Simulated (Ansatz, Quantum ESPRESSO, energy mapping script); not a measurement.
# BaMnO2 in the infinite layer structure: exchange couplings from total energies

Wanted: the magnetic order of BaMnO2 in the infinite layer structure, its couplings and an estimate of its ordering temperature, by PBE+U (4 eV), QE, GBRV.

Method: PBE with U = 4 eV on Mn d, ortho-atomic projectors; plane waves, U on orthogonalised atomic orbitals unless named otherwise, collinear spin, no spin–orbit coupling, in Quantum ESPRESSO 7.5.

## Step 1: The starting structure

It takes space group P4/mmm (No. 123, tetragonal). The conventional cell has a = 4.130 Å, b = 4.130 Å, c = 3.715 Å, α = 90.00°, β = 90.00°, γ = 90.00°. Nearest to Ba lie 8 O at 2.78 Å. Mn has 4 O at 2.07 Å nearest. O has 2 Mn at 2.07 Å and 4 Ba at 2.78 Å nearest. infinite layer prototype, lattice guessed from radii. Farther neighbours and most contacts between anions are not listed.

Coordinates:

```cif
data_structure
_symmetry_space_group_name_H-M 'P 1'
_symmetry_Int_Tables_number 1
_cell_length_a 4.1301
_cell_length_b 4.1301
_cell_length_c 3.7149
_cell_angle_alpha 90.000
_cell_angle_beta 90.000
_cell_angle_gamma 90.000
_cell_volume 63.37
loop_
_atom_site_label
_atom_site_type_symbol
_atom_site_fract_x
_atom_site_fract_y
_atom_site_fract_z
_atom_site_occupancy
Ba1 Ba 0.50000 0.50000 0.50000 1
Mn2 Mn 0.00000 0.00000 0.00000 1
O3 O 0.50000 0.00000 0.00000 1
O4 O 0.00000 0.50000 0.00000 1
```

This cell was built for the study (infinite layer prototype, lattice guessed from radii), not taken from an experiment; the compound need not form in this structure.

The cell was relaxed beforehand in Ansatz under PBEsol with U = 4.2 eV on Mn d, ortho-atomic projectors, from parallel moments.

A Hubbard U penalises fractional filling of the shell. It raises the cost of virtual hops to the neighbours, so couplings that rest on such hops usually weaken. These runs use Quantum ESPRESSO.

## Step 2: Probe run

One run in the crystal's own cell, under PBE with U = 3.2 eV on Mn d, ortho-atomic projectors, Quantum ESPRESSO with GBRV potentials, shows which elements keep a moment. Transition or f elements with 0.3 μB or more enter the spin model; moments induced on other atoms do not.

Contents of pw.in:

```
&control
  calculation = 'scf'
  prefix = 'pw'
  outdir = './tmp/'
  pseudo_dir = './pseudo/'
  verbosity = 'low'
/
&system
  ibrav = 0
  nat = 4
  ntyp = 3
  ecutwfc = 45
  ecutrho = 360
  nbnd = 30
  occupations = 'smearing'
  smearing = 'fd'
  degauss = 0.00367493
  nspin = 2
  starting_magnetization(1) = 0.3000
/
&electrons
  conv_thr = 1.0e-08
  electron_maxstep = 120
  mixing_beta = 0.3
  mixing_mode = 'plain'
/
ATOMIC_SPECIES
  Mn 54.9380 Mn.upf
  Ba 137.3270 Ba.upf
  O 15.9990 O.upf
CELL_PARAMETERS angstrom
  4.13014972 0.00000000 0.00000000
  0.00000000 4.13014972 0.00000000
  0.00000000 0.00000000 3.71491834
ATOMIC_POSITIONS crystal
  Mn 0.00000000 0.00000000 0.00000000
  Ba 0.50000000 0.50000000 0.50000000
  O 0.50000000 0.00000000 0.00000000
  O 0.00000000 0.50000000 0.00000000
K_POINTS automatic
  5 5 6 0 0 0
HUBBARD {ortho-atomic}
U Mn-3d 3.2
```

Run with:

```console
$ OMP_NUM_THREADS=1 mpirun -n 8 pw.x -nk 8 -in pw.in > pw.out
```

Log:

```text
Program PWSCF v.7.5 starts
[...]
unit-cell volume          =     427.6392 (a.u.)^3
     number of atoms/cell      =            4
[...]
number of electrons       =        37.00
     number of Kohn-Sham states=           30
     kinetic-energy cutoff     =      45.0000  Ry
     charge density cutoff     =     360.0000  Ry
     scf convergence threshold =      1.0E-08
[...]
Exchange-correlation= SLA  PW   PBE  PBE
[...]
Hubbard projectors: ortho-atomic
     Hubbard parameters of DFT+U (Dudarev formulation) in eV:
[...]
atomic species   magnetization
[...]
16 Sym. Ops., with inversion, found
[...]
number of k points=    24  Fermi-Dirac smearing, width (Ry)=  0.0037
[...]
Number of occupied Hubbard levels =    5.0000
     Atomic wfc used for Hubbard projectors are orthogonalized
[...]
iteration #  1     ecut=    45.00 Ry     beta= 0.30
[...]
Number of occupied Hubbard levels =    4.8106
[...]
total energy              =    -346.03482891 Ry
     estimated scf accuracy    <       1.20149662 Ry
     total magnetization       =     4.67 Bohr mag/cell
     absolute magnetization    =     4.73 Bohr mag/cell
     iteration #  2     ecut=    45.00 Ry     beta= 0.30
[...]
total energy              =    -346.27257280 Ry
     estimated scf accuracy    <       0.06975874 Ry
     total magnetization       =     4.72 Bohr mag/cell
     absolute magnetization    =     4.78 Bohr mag/cell
     iteration #  3     ecut=    45.00 Ry     beta= 0.30
[...]
total energy              =    -346.27787057 Ry
     estimated scf accuracy    <       0.02470996 Ry
     total magnetization       =     4.71 Bohr mag/cell
     absolute magnetization    =     4.78 Bohr mag/cell
[...]
total energy              =    -346.28067659 Ry
[...]
iteration # 13     ecut=    45.00 Ry     beta= 0.30
[...]
total energy              =    -346.28068032 Ry
     estimated scf accuracy    <       0.00000004 Ry
     total magnetization       =     4.56 Bohr mag/cell
     absolute magnetization    =     4.71 Bohr mag/cell
     iteration # 14     ecut=    45.00 Ry     beta= 0.30
[...]
Magnetic moment per site  (integrated on atomic sphere of radius R)
     atom   1 (R=0.206)  charge= 12.2325  magn=  3.8480
     atom   2 (R=0.277)  charge=  6.7446  magn=  0.0050
     atom   3 (R=0.206)  charge=  5.5973  magn=  0.0191
     atom   4 (R=0.206)  charge=  5.5973  magn=  0.0191
     End of self-consistent calculation
     =================== HUBBARD OCCUPATIONS ===================
     ------------------------ ATOM    1 ------------------------
     Tr[ns(  1)] (up, down, total) =   4.80648  0.41116  5.21764
     Atomic magnetic moment for atom   1 =   4.39532
     SPIN  1
     eigenvalues:
       0.890  0.938  0.991  0.991  0.996
     eigenvectors (columns):
      -0.000 -1.000  0.000 -0.000  0.000
      -0.000 -0.000 -0.227  0.974  0.000
[...]
occupation matrix ns (before diag.):
[...]
SPIN  2
     eigenvalues:
[...]
eigenvectors (columns):
[...]
occupation matrix ns (before diag.):
[...]
0.000  0.000  0.000  0.158 -0.000
       0.000  0.000  0.000 -0.000  0.065
     Number of occupied Hubbard levels =    5.2176
 ------ SPIN UP ------------
          k = 0.0000 0.0000 0.0000 (  2155 PWs)   bands (ev):
   -70.9179 -39.8532 -39.5437 -39.5437 -15.5591  -6.8414  -6.3791  -0.8475
    -0.8475  -0.3237   6.0697   6.4386   6.4386   6.5704   7.1433   7.1433
     8.1568   8.4976   8.5819   9.1806   9.1806  11.2338  14.5723  14.8602
    17.0253  17.8537  17.8537  19.0846  19.0846  20.2148
          k = 0.0000 0.0000 0.1853 (  2187 PWs)   bands (ev):
[...]
17.0903  18.2636  18.2636  18.9618  19.1021  19.1021
          k = 0.0000 0.0000 0.3706 (  2195 PWs)   bands (ev):
[...]
17.2384  17.9813  19.0253  19.0253  19.1326  19.1326
          k = 0.0000 0.0000-0.5559 (  2198 PWs)   bands (ev):
[...]
k = 0.0000 0.2000-0.5559 (  2176 PWs)   bands (ev):
[...]
k = 0.0000 0.4000-0.5559 (  2168 PWs)   bands (ev):
[...]
------ SPIN DOWN ----------
[...]
k = 0.2000 0.4000-0.5559 (  2170 PWs)   bands (ev):
[...]
k = 0.4000 0.4000 0.1853 (  2175 PWs)   bands (ev):
[...]
k = 0.4000 0.4000 0.3706 (  2184 PWs)   bands (ev):
[...]
17.8466  18.5078  19.4575  19.7380  20.1513  20.2430
          k = 0.4000 0.4000-0.5559 (  2170 PWs)   bands (ev):
[...]
-1.1545  -1.1466   5.5399   7.0933   8.2806   8.4149   8.4809   9.3712
    11.1198  13.7706  14.1793  14.2689  14.8694  16.2784  16.5334  16.8239
    18.4326  18.6084  19.8547  19.9215  20.2987  20.3288
     the Fermi energy is    11.0725 ev
!    total energy              =    -346.28068048 Ry
     estimated scf accuracy    <          8.9E-09 Ry
     smearing contrib. (-TS)   =      -0.00118497 Ry
     internal energy E=F+TS    =    -346.27949550 Ry
     The total energy is F=E-TS. E is the sum of the following terms:
     one-electron contribution =    -164.90468330 Ry
     hartree contribution      =     102.11740757 Ry
     xc contribution           =     -69.27298124 Ry
     ewald contribution        =    -214.28331502 Ry
     Hubbard energy            =       0.06407649 Ry
     total magnetization       =     4.56 Bohr mag/cell
     absolute magnetization    =     4.71 Bohr mag/cell
     convergence has been achieved in  14 iterations
=------------------------------------------------------------------------------=
   JOB DONE.
=------------------------------------------------------------------------------=
```

It took 12 s on 8 MPI ranks of Arm Neoverse V2, shared host; peak memory 0.97 GiB.

Spin moment in the sphere by atom:

| atom | spin moment in the sphere (μB) |
| --- | --- |
| Ba1 | 0.01 |
| Mn2 | 3.85 |
| O3 | 0.02 |
| O4 | 0.02 |

The run ends ferromagnetic; Mn carries the moments.

## Step 3: Run 1 (parallel; cell A, 8 atoms)

The parallel order is the zero of energy for this cell and mesh.

The potential files are GBRV's for PBE; pw.x takes the functional from them. The tables below number the atoms in the order of the source structure, while pw.in lists the atoms with a U first.

Contents of pw.in:

```
&control
  calculation = 'scf'
  prefix = 'pw'
  outdir = './tmp/'
  pseudo_dir = './pseudo/'
  verbosity = 'low'
/
&system
  ibrav = 0
  nat = 8
  ntyp = 3
  ecutwfc = 45
  ecutrho = 360
  nbnd = 55
  occupations = 'smearing'
  smearing = 'fd'
  degauss = 0.00367493
  nspin = 2
  starting_magnetization(1) = 0.3000
/
&electrons
  conv_thr = 2.0e-08
  electron_maxstep = 120
  mixing_beta = 0.3
  mixing_mode = 'plain'
/
ATOMIC_SPECIES
  Mn 54.9380 Mn.upf
  Ba 137.3270 Ba.upf
  O 15.9990 O.upf
CELL_PARAMETERS angstrom
  4.13014972 0.00000000 0.00000000
  0.00000000 4.13014972 3.71491834
  0.00000000 -4.13014972 3.71491834
ATOMIC_POSITIONS crystal
  Mn 0.00000000 0.00000000 0.00000000
  Mn 0.00000000 0.50000000 0.50000000
  Ba 0.50000000 0.50000000 0.00000000
  Ba 0.50000000 0.00000000 0.50000000
  O 0.50000000 0.00000000 0.00000000
  O 0.50000000 0.50000000 0.50000000
  O 0.00000000 0.25000000 0.75000000
  O 0.00000000 0.75000000 0.25000000
K_POINTS automatic
  7 6 6 0 0 0
HUBBARD {ortho-atomic}
U Mn-3d 4
```

Log:

```text
[banner, memory and clock lines left out]
Program PWSCF v.7.5 starts
[...]
unit-cell volume          =     855.2783 (a.u.)^3
     number of atoms/cell      =            8
[...]
number of electrons       =        74.00
     number of Kohn-Sham states=           55
     kinetic-energy cutoff     =      45.0000  Ry
     charge density cutoff     =     360.0000  Ry
     scf convergence threshold =      2.0E-08
[...]
Exchange-correlation= SLA  PW   PBE  PBE
[...]
Hubbard projectors: ortho-atomic
     Hubbard parameters of DFT+U (Dudarev formulation) in eV:
[...]
atomic species   magnetization
[...]
8 Sym. Ops., with inversion, found
[...]
number of k points=    52  Fermi-Dirac smearing, width (Ry)=  0.0037
[...]
Number of occupied Hubbard levels =   10.0000
     Atomic wfc used for Hubbard projectors are orthogonalized
[...]
iteration #  1     ecut=    45.00 Ry     beta= 0.30
[...]
Number of occupied Hubbard levels =    9.6901
[...]
total energy              =    -692.05408336 Ry
     estimated scf accuracy    <       2.37125139 Ry
     total magnetization       =     9.43 Bohr mag/cell
     absolute magnetization    =     9.55 Bohr mag/cell
     iteration #  2     ecut=    45.00 Ry     beta= 0.30
[...]
total energy              =    -692.51919792 Ry
     estimated scf accuracy    <       0.12278453 Ry
     total magnetization       =     9.21 Bohr mag/cell
     absolute magnetization    =     9.47 Bohr mag/cell
     iteration #  3     ecut=    45.00 Ry     beta= 0.30
[...]
total energy              =    -692.52787778 Ry
     estimated scf accuracy    <       0.04795382 Ry
     total magnetization       =     9.23 Bohr mag/cell
     absolute magnetization    =     9.49 Bohr mag/cell
     iteration #  4     ecut=    45.00 Ry     beta= 0.30
[...]
total energy              =    -692.53327831 Ry
     estimated scf accuracy    <       0.00282116 Ry
     total magnetization       =     9.07 Bohr mag/cell
     absolute magnetization    =     9.45 Bohr mag/cell
     iteration #  5     ecut=    45.00 Ry     beta= 0.30
[...]
total energy              =    -692.53400050 Ry
     estimated scf accuracy    <       0.00113976 Ry
     total magnetization       =     9.05 Bohr mag/cell
     absolute magnetization    =     9.45 Bohr mag/cell
     iteration #  6     ecut=    45.00 Ry     beta= 0.30
[...]
total energy              =    -692.53426776 Ry
     estimated scf accuracy    <       0.00021102 Ry
     total magnetization       =     9.01 Bohr mag/cell
     absolute magnetization    =     9.44 Bohr mag/cell
     iteration #  7     ecut=    45.00 Ry     beta= 0.30
[...]
total energy              =    -692.53433906 Ry
     estimated scf accuracy    <       0.00006117 Ry
     total magnetization       =     9.00 Bohr mag/cell
     absolute magnetization    =     9.44 Bohr mag/cell
     iteration #  8     ecut=    45.00 Ry     beta= 0.30
[...]
total energy              =    -692.53436593 Ry
     estimated scf accuracy    <       0.00004616 Ry
     total magnetization       =     8.99 Bohr mag/cell
     absolute magnetization    =     9.44 Bohr mag/cell
     iteration #  9     ecut=    45.00 Ry     beta= 0.30
[...]
total energy              =    -692.53438950 Ry
     estimated scf accuracy    <       0.00000194 Ry
     total magnetization       =     8.98 Bohr mag/cell
     absolute magnetization    =     9.43 Bohr mag/cell
     iteration # 10     ecut=    45.00 Ry     beta= 0.30
[...]
total energy              =    -692.53439143 Ry
     estimated scf accuracy    <       0.00000053 Ry
     total magnetization       =     8.98 Bohr mag/cell
     absolute magnetization    =     9.43 Bohr mag/cell
     iteration # 11     ecut=    45.00 Ry     beta= 0.30
[...]
total energy              =    -692.53439233 Ry
     estimated scf accuracy    <       0.00000009 Ry
     total magnetization       =     8.97 Bohr mag/cell
     absolute magnetization    =     9.43 Bohr mag/cell
     iteration # 12     ecut=    45.00 Ry     beta= 0.30
[...]
total energy              =    -692.53439244 Ry
     estimated scf accuracy    <       0.00000002 Ry
     total magnetization       =     8.97 Bohr mag/cell
     absolute magnetization    =     9.43 Bohr mag/cell
     iteration # 13     ecut=    45.00 Ry     beta= 0.30
[...]
Magnetic moment per site  (integrated on atomic sphere of radius R)
     atom   1 (R=0.206)  charge= 12.2274  magn=  3.8677
     atom   2 (R=0.206)  charge= 12.2274  magn=  3.8677
     atom   3 (R=0.277)  charge=  6.7454  magn=  0.0015
     atom   4 (R=0.277)  charge=  6.7454  magn=  0.0015
     atom   5 (R=0.206)  charge=  5.5963  magn= -0.0069
     atom   6 (R=0.206)  charge=  5.5963  magn= -0.0069
     atom   7 (R=0.206)  charge=  5.5965  magn= -0.0060
     atom   8 (R=0.206)  charge=  5.5965  magn= -0.0060
     End of self-consistent calculation
     =================== HUBBARD OCCUPATIONS ===================
     ------------------------ ATOM    1 ------------------------
     Tr[ns(  1)] (up, down, total) =   4.81185  0.39296  5.20481
     Atomic magnetic moment for atom   1 =   4.41888
     SPIN  1
     eigenvalues:
       0.885  0.946  0.992  0.992  0.996
     eigenvectors (columns):
      -0.002 -1.000 -0.000  0.000  0.000
      -0.000 -0.000  1.000  0.000  0.000
      -0.000 -0.000  0.000 -1.000  0.000
       1.000 -0.002  0.000 -0.000 -0.000
       0.000  0.000 -0.000  0.000  1.000
     occupation matrix ns (before diag.):
       0.946 -0.000 -0.000  0.000  0.000
      -0.000  0.992 -0.000  0.000  0.000
      -0.000 -0.000  0.992  0.000  0.000
       0.000  0.000  0.000  0.885 -0.000
[...]
SPIN  2
     eigenvalues:
[...]
eigenvectors (columns):
[...]
occupation matrix ns (before diag.):
[...]
------------------------ ATOM    2 ------------------------
     Tr[ns(  2)] (up, down, total) =   4.81185  0.39296  5.20481
     Atomic magnetic moment for atom   2 =   4.41888
     SPIN  1
     eigenvalues:
[...]
eigenvectors (columns):
[...]
occupation matrix ns (before diag.):
[...]
SPIN  2
     eigenvalues:
[...]
eigenvectors (columns):
[...]
occupation matrix ns (before diag.):
       0.108 -0.000 -0.000  0.000  0.000
      -0.000  0.037 -0.000  0.000  0.000
      -0.000 -0.000  0.038  0.000  0.000
       0.000  0.000  0.000  0.150 -0.000
       0.000  0.000  0.000 -0.000  0.059
     Number of occupied Hubbard levels =   10.4096
     Number of k-points >= 100: set verbosity='high' to print the bands.
     the Fermi energy is    11.1507 ev
!    total energy              =    -692.53439251 Ry
     estimated scf accuracy    <          5.4E-09 Ry
     smearing contrib. (-TS)   =      -0.00104797 Ry
     internal energy E=F+TS    =    -692.53334454 Ry
     The total energy is F=E-TS. E is the sum of the following terms:
     one-electron contribution =    -329.65443961 Ry
     hartree contribution      =     204.07420825 Ry
     xc contribution           =    -138.54058422 Ry
     ewald contribution        =    -428.56663005 Ry
     Hubbard energy            =       0.15410109 Ry
     total magnetization       =     8.97 Bohr mag/cell
     absolute magnetization    =     9.43 Bohr mag/cell
     convergence has been achieved in  13 iterations
```

The job ended after 79 s (8 MPI ranks; peak memory 2 GiB).

Spin moment in the sphere by atom:

| atom | spin moment in the sphere (μB) |
| --- | --- |
| Ba1 | 0.00 |
| Ba2 | 0.00 |
| Mn3 | 3.87 |
| Mn4 | 3.87 |
| O5 | -0.01 |
| O6 | -0.01 |
| O7 | -0.01 |
| O8 | -0.01 |

The run ends ferromagnetic.

(Continued in part 2 of 3.)

[Logs and program files are shortened in this print: banners, set-up blocks, solver, clock and traceback lines can be left out without a mark of their own.]

[Logs are printed without paths, hosts, clocks, repeated set-up lines and the standing remarks that a program may print on its own settings, such as how far it seeks lower states.]

[Hosts, paths, dates, database ids (printed as entryN), source tags and the programs' standing remarks are cut or masked in the printed files.]

[Where a cell is said to come from a database of computed structures, the database is the Materials Project.]
